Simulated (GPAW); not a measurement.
# BAs (F-43m): ε∞ against the local-field cutoff

The size of the dielectric matrix of BAs (F-43m) is raised step by step, on the same bands.

Cell: a, b, c = 3.378, 3.378, 3.378 Å (primitive vectors), 2 atoms.

Method: GPAW 26.7.0, PBE, RPA, k-mesh 12×12×12, Lorentzian half width 0.15 eV.

Launch of the response step: `OMP_NUM_THREADS=1 python df.py`. The series took 51 s in all, its band step included, on 1 thread of Arm Neoverse V2, with other jobs on the host.

| cutoff (eV) | time of the step (s) | ε∞ |
| --- | --- | --- |
| 40 | 4 | 9.5912 |
| 60 | 4 | 9.3992 |
| 100 | 4 | 9.1079 |
| 150 | 6 | ? |

The number of plane waves grows as cutoff^(3/2); a common extrapolation takes the result as linear in its inverse.

Working, on the rows shown:

| x = cutoff^(−3/2) (eV^−3/2) | y = ε∞ |
| --- | --- |
| 0.00395285 | 9.5912 |
| 0.00215166 | 9.3992 |
| 0.001 | 9.1079 |

Means: x̄ = 0.0023682, ȳ = 9.3661. Σ(x − x̄)(y − ȳ) = 0.0007028, Σ(x − x̄)² = 4.430e-06. Slope = 0.0007028 / 4.430e-06 = 158.6; intercept = ȳ − slope · x̄ = 8.9904. The line misses the rows shown by at most 0.067.

Q: What does the fit predict for the withheld row, and how well does it do?

A: At x = 0.00054433 the line gives y = 9.0768. The run gave 9.0841, so the extrapolation is off by 0.0073, 1.4 % of the range in the table. The law describes these rows poorly: it misses even the rows shown by over a tenth of the range.

Refitted with all rows, the slope is 157.2 and the intercept 8.995. The line reaches 8.995 at infinite cutoff, 1.0 % from the last run, while the last two runs differ by 0.26 %. ε∞ moves in steps as shells of reciprocal vectors enter, so the limit is good only to about the larger of these. Excitons are left out; PBE gaps are as a rule too small. The values come from a sum over the points of one k-mesh and carry its error, which grows as the direct gap shrinks. Spin-orbit coupling is left out.
